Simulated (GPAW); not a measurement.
# Screening of a field by arsenene monolayer

Wanted: the out-of-plane polarisability of arsenene monolayer.

Calculated with GPAW 26.7.0; GPAW, PAW setups; layer in a repeated cell with vacuum, relaxation of atoms and in-plane cell, in the first sound run; inputs show where later runs differ.

## (1) Set-up

The cell holds 2 atoms: 2 As. Its edges and angles: a = 3.610 Å, b = 3.610 Å, c = 19.400 Å, α = 90.0°, β = 90.0°, γ = 120.0°. Vacuum lies along c.

## (2) Relaxation

Forces are removed first; all later runs use this geometry.

run.py

```python
import json
import numpy as np
from ase import Atoms
from ase.filters import FrechetCellFilter
from ase.optimize import BFGS
from gpaw import GPAW, PW

slab = Atoms(
    ['As', 'As'],
    positions=[
        [1.80500, 1.04212, 9.00000],
        [-0.00000, 2.08423, 10.40000]],
    cell=[[3.61, 0.0, 0.0], [-1.805, 3.12635, 0.0], [0.0, 0.0, 19.4]],
    pbc=[True, True, True])

slab.calc = GPAW(mode=PW(600), xc='PBE', kpts={'size': (9, 9, 1), 'gamma': True},
                 occupations={'name': 'fermi-dirac', 'width': 0.05}, nbands='160%',
                 convergence={'density': 1e-05}, maxiter=200,
                 symmetry={'tolerance': 1e-3}, txt='slab.txt')
result = {}
# The in-plane cell is free; stress needs a cell that repeats along all three vectors
path = []
opt = BFGS(FrechetCellFilter(slab, mask=[1, 1, 0, 0, 0, 1]), maxstep=0.2)
opt.attach(lambda: path.append((slab.get_potential_energy(), slab.positions.tolist(), slab.get_forces().tolist())))
result['relaxed'] = bool(opt.run(fmax=0.02, steps=45))
result['path'] = path
result['cell'] = slab.cell.tolist()
print('in-plane lattice', slab.cell.cellpar().round(4)[[0, 1, 5]])
energy = slab.get_potential_energy()
fermi = slab.calc.get_fermi_level()
v = slab.calc.get_electrostatic_potential().mean((0, 1)) - fermi
n = slab.calc.get_pseudo_density().mean((0, 1))
L = slab.cell[2, 2]
z = np.arange(len(v)) * L / len(v)
low, high = slab.positions[:, 2].min(), slab.positions[:, 2].max()
below, above = np.interp([low - 6.8, high + 6.8], z, v)
slopes = [np.interp(x, z, np.gradient(v, z)) for x in (low - 6.8, high + 6.8)]
eps = np.array([[slab.calc.get_eigenvalues(k, s) for k in range(len(slab.calc.get_ibz_k_points()))]
                for s in range(slab.calc.get_number_of_spins())]) - fermi
top, bottom = eps[eps < 0].max(), eps[eps > 0].min()
dipole = slab.get_dipole_moment()[2]
print(f'energy {energy:.4f} eV, Fermi level {fermi:.4f} eV, dipole {dipole:.5f} e A')
print(f'potential 6.8 A off the faces, from the Fermi level: lower {below:.4f} eV, upper {above:.4f} eV')
print(f'slope of the potential there: lower {slopes[0]:.5f}, upper {slopes[1]:.5f} eV/A')
print(f'nearest levels on the mesh: {top:.4f} and {bottom:.4f} eV')
print('magnetic moment', round(slab.get_magnetic_moment(), 3))
result.update(energy=energy, fermi=fermi, dipole=dipole, below=below, above=above, slopes=slopes, edges=[top, bottom],
              z=z.tolist(), v=v.tolist(), n=n.tolist(), positions=slab.positions.tolist(),
              forces=slab.get_forces(apply_constraint=False).tolist(), moments=slab.get_magnetic_moments().tolist())
json.dump(result, open('result.json', 'w'))
```

On the command line:

```sh
$ OMP_NUM_THREADS=1 OPENBLAS_NUM_THREADS=1 python run.py
```

Output:

```text
Step          Energy          fmax
BFGS:    0       -9.316497        0.062855
BFGS:    1       -9.316603        0.037482
BFGS:    2       -9.316663        0.001661
in-plane lattice [  3.6081   3.6081 120.    ]
energy -9.3167 eV, Fermi level -2.3486 eV, dipole -0.00004 e A
potential 6.8 A off the faces, from the Fermi level: lower 4.5877 eV, upper 4.5877 eV
slope of the potential there: lower -0.00002, upper 0.00002 eV/A
nearest levels on the mesh: -0.7856 and 0.8407 eV
magnetic moment 0.0
```

It took 32 s on 1 thread of Arm Neoverse V1, shared host; peak memory 0.25 GiB.

Numbers from this step:

```yaml
dipole_along_the_normal: -4.48e-5 e·Å
levels_nearest_the_fermi_level_on_the_mesh: -0.7856, 0.8407 eV from the Fermi level
```

Table of electrostatic potential energy of an electron (without an applied field's), less the Fermi level, planar mean by z:

```tsv
z (Å)	electrostatic potential energy of an electron (without an applied field's), less the Fermi level, planar mean (eV)
0.0	4.59
0.5	4.59
1.0	4.59
1.5	4.59
2.0	4.59
2.5	4.59
3.0	4.59
3.5	4.59
4.0	4.59
4.5	4.59
5.0	4.59
5.5	4.58
6.0	4.58
6.5	4.54
7.0	4.42
7.5	3.91
8.0	1.95
8.5	-4.92
9.0	-14.3
9.5	-8.03
10.0	-9.49
10.5	-13.5
11.0	-2.88
11.5	2.58
12.0	4.08
12.5	4.46
13.0	4.55
13.5	4.58
14.0	4.59
14.5	4.59
15.0	4.59
15.5	4.59
16.0	4.59
16.5	4.59
17.0	4.59
17.5	4.59
18.0	4.59
18.5	4.59
19.0	4.59
```

The pseudo valence density, planar mean oscillates, so the rows of the table below give means over windows of 0.5 Å about each position, cut where the curve ends. Its maxima inside the range that stand out by 2 % of the span (Å: e/Å³): 8.49: 0.247, 9.70: 0.387, 10.91: 0.247. Its minima: 9.01: 0.158, 10.39: 0.158.

The pseudo valence density, planar mean by z; means over each step:

```tsv
z (Å)	pseudo valence density, planar mean (e/Å³)
5.0	3.7e-5
5.5	1.4e-4
6.0	5.1e-4
6.5	0.00195
7.0	0.00783
7.5	0.0311
8.0	0.110
8.5	0.223
9.0	0.201
9.5	0.350
10.0	0.324
10.5	0.194
11.0	0.214
11.5	0.0857
12.0	0.0236
12.5	0.00598
13.0	0.00153
13.5	4.0e-4
14.0	1.1e-4
14.5	2.8e-5
```

The relaxation lowered the energy of the cell by 1.7e-4 eV (energies extrapolated to zero smearing; the optimiser's log prints free energies). The largest force left on a free atom is 0.0010 eV/Å.

## (3) Plane waves, PBE

With the geometry fixed, the planar mean of the potential gives the vacuum level on each side.

This step: GPAW, PAW setups; slab in vacuum (GPAW 26.7.0).

Changes to run.py since step 2:

```diff
@@ -3,4 +3,2 @@
 from ase import Atoms
-from ase.filters import FrechetCellFilter
-from ase.optimize import BFGS
 from gpaw import GPAW, PW
@@ -10,20 +8,13 @@
     positions=[
-        [1.80500, 1.04212, 9.00000],
-        [-0.00000, 2.08423, 10.40000]],
-    cell=[[3.61, 0.0, 0.0], [-1.805, 3.12635, 0.0], [0.0, 0.0, 19.4]],
-    pbc=[True, True, True])
+        [1.80404, 1.04157, 9.00000],
+        [-0.00000, 2.08313, 10.39551]],
+    cell=[[3.60809, -0.0, 0.0], [-1.80404, 3.12469, 0.0], [0.0, 0.0, 19.3955]],
+    pbc=[True, True, False])
 
-slab.calc = GPAW(mode=PW(600), xc='PBE', kpts={'size': (9, 9, 1), 'gamma': True},
+slab.calc = GPAW(mode=PW(400), xc='PBE', kpts={'size': (9, 9, 1), 'gamma': True},
                  occupations={'name': 'fermi-dirac', 'width': 0.05}, nbands='160%',
                  convergence={'density': 1e-05}, maxiter=200,
+                 poissonsolver={'dipolelayer': 'xy'},
                  symmetry={'tolerance': 1e-3}, txt='slab.txt')
 result = {}
-# The in-plane cell is free; stress needs a cell that repeats along all three vectors
-path = []
-opt = BFGS(FrechetCellFilter(slab, mask=[1, 1, 0, 0, 0, 1]), maxstep=0.2)
-opt.attach(lambda: path.append((slab.get_potential_energy(), slab.positions.tolist(), slab.get_forces().tolist())))
-result['relaxed'] = bool(opt.run(fmax=0.02, steps=45))
-result['path'] = path
-result['cell'] = slab.cell.tolist()
-print('in-plane lattice', slab.cell.cellpar().round(4)[[0, 1, 5]])
 energy = slab.get_potential_energy()
```

Output:

```text
energy -9.3153 eV, Fermi level -2.3478 eV, dipole 0.00002 e A
potential 6.8 A off the faces, from the Fermi level: lower 4.5879 eV, upper 4.5868 eV
slope of the potential there: lower -0.00002, upper 0.00002 eV/A
nearest levels on the mesh: -0.7857 and 0.8407 eV
magnetic moment 0.0
```

It took 7.5 s on 1 thread; peak memory 0.17 GiB.

Numbers from this step:

```
dipole along the normal                    : 2.17e-5 e·Å
levels nearest the Fermi level on the mesh : -0.7857, 0.8407 eV from the Fermi level
upper work function                        : 4.587 eV
lower work function                        : 4.588 eV
upper ionisation energy                    : 5.372 eV
```

The electrostatic potential energy of an electron (without an applied field's), less the Fermi level, planar mean by z:

z (Å), electrostatic potential energy of an electron (without an applied field's), less the Fermi level, planar mean (eV) and a bar from the least value:
```
      0.0        4.6 ##############################
      0.5        4.6 ##############################
      1.0        4.6 ##############################
      1.5        4.6 ##############################
      2.0        4.6 ##############################
      2.5        4.6 ##############################
      3.0        4.6 ##############################
      3.5        4.6 ##############################
      4.0        4.6 ##############################
      4.5        4.6 ##############################
      5.0        4.6 ##############################
      5.5        4.6 ##############################
      6.0        4.6 ##############################
      6.5        4.5 ##############################
      7.0        4.4 ##############################
      7.5        3.9 #############################
      8.0        1.9 ##########################
      8.5       -5.0 ###############
      9.0      -14.2 
      9.5       -8.0 ##########
     10.0       -9.5 #######
     10.5      -13.4 #
     11.0       -2.9 ##################
     11.5        2.6 ###########################
     12.0        4.1 #############################
     12.5        4.5 ##############################
     13.0        4.6 ##############################
     13.5        4.6 ##############################
     14.0        4.6 ##############################
     14.5        4.6 ##############################
     15.0        4.6 ##############################
     15.5        4.6 ##############################
     16.0        4.6 ##############################
     16.5        4.6 ##############################
     17.0        4.6 ##############################
     17.5        4.6 ##############################
     18.0        4.6 ##############################
     18.5        4.6 ##############################
     19.0        4.6 ##############################
```

Table of pseudo valence density, planar mean by z:

```tsv
z (Å)	pseudo valence density, planar mean (e/Å³)
0.00	2.7e-6
0.65	-2.7e-6
1.29	2.7e-6
1.94	-2.7e-6
2.59	2.9e-6
3.23	-2.5e-6
3.88	4.7e-6
4.53	6.3e-6
5.39	8.8e-5
6.03	5.1e-4
6.68	0.00291
7.33	0.0174
7.97	0.0968
8.62	0.250
9.27	0.283
9.91	0.370
10.56	0.182
11.21	0.159
11.85	0.0315
12.50	0.00528
13.15	9.0e-4
13.79	1.6e-4
14.65	2.0e-5
15.30	0
15.95	3.4e-6
16.59	-2.7e-6
17.24	2.8e-6
17.89	-2.7e-6
18.53	2.7e-6
19.18	-2.7e-6
```

The layer is gapped, so the Fermi level lies somewhere inside the gap, set by smearing and numerics, and these work functions are no property of the material; the band edges below the vacuum level are. The potential is flat to 2.2e-5 eV/Å where it is read, so the vacuum is wide enough.

## (4) Field on

A uniform field along the normal polarises the slab; the atoms stay fixed, so this is the electronic response alone.

Changes to run.py since step 3:

```diff
@@ -4,2 +4,3 @@
 from gpaw import GPAW, PW
+from gpaw.external import ConstantElectricField
 
@@ -17,2 +18,3 @@
                  poissonsolver={'dipolelayer': 'xy'},
+                 external=ConstantElectricField(-0.2, [0, 0, 1]),
                  symmetry={'tolerance': 1e-3}, txt='slab.txt')
```

Output:

```text
energy -9.3203 eV, Fermi level -2.3509 eV, dipole -0.04995 e A
potential 6.8 A off the faces, from the Fermi level: lower 4.1907 eV, upper 4.9924 eV
slope of the potential there: lower -0.00002, upper 0.00002 eV/A
nearest levels on the mesh: -0.7855 and 0.8405 eV
magnetic moment 0.0
```

It took 25 s on 1 thread; peak memory 0.2 GiB.

This step gave:

```
dipole along the normal                                         : -0.04995 e·Å
levels nearest the Fermi level on the mesh                      : -0.7855, 0.8405 eV from the Fermi level
potential below the slab, the applied field's own ramp left out : 4.191 eV from the Fermi level
potential above the slab, the applied field's own ramp left out : 4.992 eV from the Fermi level
```

The electrostatic potential energy of an electron (without an applied field's), less the Fermi level, planar mean by z:

z (Å), electrostatic potential energy of an electron (without an applied field's), less the Fermi level, planar mean (eV) and a bar from the least value:
```
        0        4.6 #############################
        1        4.2 #############################
        2        4.2 #############################
        3        4.2 #############################
        4        4.2 #############################
        5        4.2 #############################
        6        4.2 #############################
        7        4.0 #############################
        8        1.6 #########################
        9      -14.3 
       10       -9.5 ########
       11       -2.6 ##################
       12        4.4 #############################
       13        5.0 ##############################
       14        5.0 ##############################
       15        5.0 ##############################
       16        5.0 ##############################
       17        5.0 ##############################
       18        5.0 ##############################
       19        5.0 ##############################
```

The dipole is now -0.0499 e Å, against 2.2e-5 in the run without a field.

## (5) Field on

Changes to run.py since step 4:

```diff
@@ -18,3 +18,3 @@
                  poissonsolver={'dipolelayer': 'xy'},
-                 external=ConstantElectricField(-0.2, [0, 0, 1]),
+                 external=ConstantElectricField(-0.1, [0, 0, 1]),
                  symmetry={'tolerance': 1e-3}, txt='slab.txt')
```

Output:

```text
energy -9.3166 eV, Fermi level -2.3486 eV, dipole -0.02496 e A
potential 6.8 A off the faces, from the Fermi level: lower 4.3880 eV, upper 4.7887 eV
slope of the potential there: lower -0.00002, upper 0.00002 eV/A
nearest levels on the mesh: -0.7856 and 0.8406 eV
magnetic moment 0.0
```

The job ended after 25 s (1 thread; peak memory 0.2 GiB).

This step gave:

```
dipole along the normal                                         : -0.02496 e·Å
levels nearest the Fermi level on the mesh                      : -0.7856, 0.8406 eV from the Fermi level
potential below the slab, the applied field's own ramp left out : 4.388 eV from the Fermi level
potential above the slab, the applied field's own ramp left out : 4.789 eV from the Fermi level
```

Electrostatic potential energy of an electron (without an applied field's), less the Fermi level, planar mean against z:

```tsv
z (Å)	electrostatic potential energy of an electron (without an applied field's), less the Fermi level, planar mean (eV)
0	4.59
1	4.39
2	4.39
3	4.39
4	4.39
5	4.39
6	4.38
7	4.22
8	1.78
9	-14.3
10	-9.50
11	-2.73
12	4.26
13	4.75
14	4.79
15	4.79
16	4.79
17	4.79
18	4.79
19	4.78
```

The dipole is now -0.0250 e Å, against 2.2e-5 in the run without a field.

## (6) Field on

Changes to run.py since step 5:

```diff
@@ -18,3 +18,3 @@
                  poissonsolver={'dipolelayer': 'xy'},
-                 external=ConstantElectricField(-0.1, [0, 0, 1]),
+                 external=ConstantElectricField(-0.05, [0, 0, 1]),
                  symmetry={'tolerance': 1e-3}, txt='slab.txt')
```

Output:

```text
energy -9.3156 eV, Fermi level -2.3479 eV, dipole -0.01248 e A
potential 6.8 A off the faces, from the Fermi level: lower 4.4874 eV, upper 4.6877 eV
slope of the potential there: lower -0.00002, upper 0.00002 eV/A
nearest levels on the mesh: -0.7857 and 0.8406 eV
magnetic moment 0.0
```

The job ended after 25 s (1 thread; peak memory 0.2 GiB).

## (7) In a field

Changes to run.py since step 6:

```diff
@@ -18,3 +18,3 @@
                  poissonsolver={'dipolelayer': 'xy'},
-                 external=ConstantElectricField(-0.05, [0, 0, 1]),
+                 external=ConstantElectricField(0.05, [0, 0, 1]),
                  symmetry={'tolerance': 1e-3}, txt='slab.txt')
```

Output:

```text
energy -9.3156 eV, Fermi level -2.3479 eV, dipole 0.01248 e A
potential 6.8 A off the faces, from the Fermi level: lower 4.6877 eV, upper 4.4874 eV
slope of the potential there: lower -0.00002, upper 0.00002 eV/A
nearest levels on the mesh: -0.7857 and 0.8406 eV
magnetic moment 0.0
```

Elapsed: 26 s, on 1 thread; peak memory 0.2 GiB.

## (8) Field on

Changes to run.py since step 7:

```diff
@@ -18,3 +18,3 @@
                  poissonsolver={'dipolelayer': 'xy'},
-                 external=ConstantElectricField(0.05, [0, 0, 1]),
+                 external=ConstantElectricField(0.1, [0, 0, 1]),
                  symmetry={'tolerance': 1e-3}, txt='slab.txt')
```

Output:

```text
energy -9.3166 eV, Fermi level -2.3486 eV, dipole 0.02496 e A
potential 6.8 A off the faces, from the Fermi level: lower 4.7887 eV, upper 4.3880 eV
slope of the potential there: lower -0.00002, upper 0.00002 eV/A
nearest levels on the mesh: -0.7856 and 0.8406 eV
magnetic moment 0.0
```

Run time: 25 s. Hardware: 1 thread; peak memory 0.2 GiB.

Electrostatic potential energy of an electron (without an applied field's), less the Fermi level, planar mean against z:

```tsv
z (Å)	electrostatic potential energy of an electron (without an applied field's), less the Fermi level, planar mean (eV)
0	4.59
1	4.79
2	4.79
3	4.79
4	4.79
5	4.79
6	4.78
7	4.61
8	2.09
9	-14.1
10	-9.56
11	-2.98
12	3.90
13	4.36
14	4.39
15	4.39
16	4.39
17	4.39
18	4.39
19	4.40
```

The dipole is now 0.0250 e Å, against 2.2e-5 in the run without a field.

## (9) Field on

Changes to run.py since step 8:

```diff
@@ -18,3 +18,3 @@
                  poissonsolver={'dipolelayer': 'xy'},
-                 external=ConstantElectricField(0.1, [0, 0, 1]),
+                 external=ConstantElectricField(0.2, [0, 0, 1]),
                  symmetry={'tolerance': 1e-3}, txt='slab.txt')
```

Output:

```text
energy -9.3203 eV, Fermi level -2.3509 eV, dipole 0.04995 e A
potential 6.8 A off the faces, from the Fermi level: lower 4.9924 eV, upper 4.1907 eV
slope of the potential there: lower -0.00002, upper 0.00002 eV/A
nearest levels on the mesh: -0.7855 and 0.8405 eV
magnetic moment 0.0
```

It took 25 s on 1 thread; peak memory 0.2 GiB.

The dipole is now 0.0499 e Å, against 2.2e-5 in the run without a field.

## (10) Field on

Changes to run.py since step 9:

```diff
@@ -18,3 +18,3 @@
                  poissonsolver={'dipolelayer': 'xy'},
-                 external=ConstantElectricField(0.2, [0, 0, 1]),
+                 external=ConstantElectricField(0.3, [0, 0, 1]),
                  symmetry={'tolerance': 1e-3}, txt='slab.txt')
```

Output:

```text
energy -9.3266 eV, Fermi level -2.3554 eV, dipole 0.07498 e A
potential 6.8 A off the faces, from the Fermi level: lower 5.1990 eV, upper 3.9957 eV
slope of the potential there: lower -0.00003, upper 0.00002 eV/A
nearest levels on the mesh: -0.7847 and 0.8408 eV
magnetic moment 0.0
```

It took 26 s on 1 thread; peak memory 0.2 GiB.

Table of electrostatic potential energy of an electron (without an applied field's), less the Fermi level, planar mean by z:

```tsv
z (Å)	electrostatic potential energy of an electron (without an applied field's), less the Fermi level, planar mean (eV)
0.0	4.60
0.5	5.20
1.0	5.20
1.5	5.20
2.0	5.20
2.5	5.20
3.0	5.20
3.5	5.20
4.0	5.20
4.5	5.20
5.0	5.20
5.5	5.19
6.0	5.18
6.5	5.14
7.0	5.00
7.5	4.45
8.0	2.40
8.5	-4.62
9.0	-14.0
9.5	-7.94
10.0	-9.62
10.5	-13.7
11.0	-3.23
11.5	2.11
12.0	3.53
12.5	3.88
13.0	3.97
13.5	3.99
14.0	3.99
14.5	4.00
15.0	4.00
15.5	4.00
16.0	4.00
16.5	4.00
17.0	4.00
17.5	4.00
18.0	4.00
18.5	4.00
19.0	4.03
```

The dipole is now 0.0750 e Å, against 2.2e-5 in the run without a field.

## (11) The series

The members are put on one axis.

This step: induced dipole against applied field (GPAW 26.7.0).

Dipole along the normal against field:

```tsv
field (V/Å)	dipole along the normal (e·Å)
-0.200	-0.0499
-0.100	-0.0250
-0.050	-0.0125
0.000	2.2e-5
0.050	0.0125
0.100	0.0250
0.200	0.0499
0.300	0.0750
```

## (12) Results

| Quantity | Value |
| --- | --- |
| work function, both faces (Fermi level placed in the gap by the smearing) | 4.59 eV |
| ionisation energy from the upper face (highest filled level on the mesh) | 5.37 eV |
| electron affinity from the upper face (lowest empty Kohn-Sham level on the mesh) | 3.75 eV |
| dipole along the normal | 2.2e-5 e Å, near the numerical noise |
| induced dipole per field | 0.250 e Å per V/Å |
| out-of-plane polarisability per area, α/(ε0 A) | 4.01 Å |

The field induces 0.250 e Å per V/Å, a polarisable thickness α/(ε0 A) of 4.01 Å beside 1.40 Å between the outermost nuclei. A perfect conductor would give the distance between its two image planes; a dielectric of thickness t gives t(1 - 1/ε). The levels nearest the Fermi level on the mesh lie 1.63 eV apart, so the slab is gapped there: the smearing puts the Fermi level inside the gap, and from either face the ionisation energy is the work function plus 0.79 eV. Both are Kohn-Sham levels on the mesh, and semilocal gaps are too small, so the affinity tends to come out too large and the ionisation energy too small. The induced dipole is linear in the field over this range. The layer's cell and atoms come from the relaxation; spin-orbit coupling and temperature are left out.

[Logs are printed without paths, hosts, clocks, repeated set-up lines and the standing remarks that a program may print on its own settings, such as how far it seeks lower states.]

[Hosts, paths, dates, database ids (printed as entryN), source tags and the programs' standing remarks are cut or masked in the printed files.]
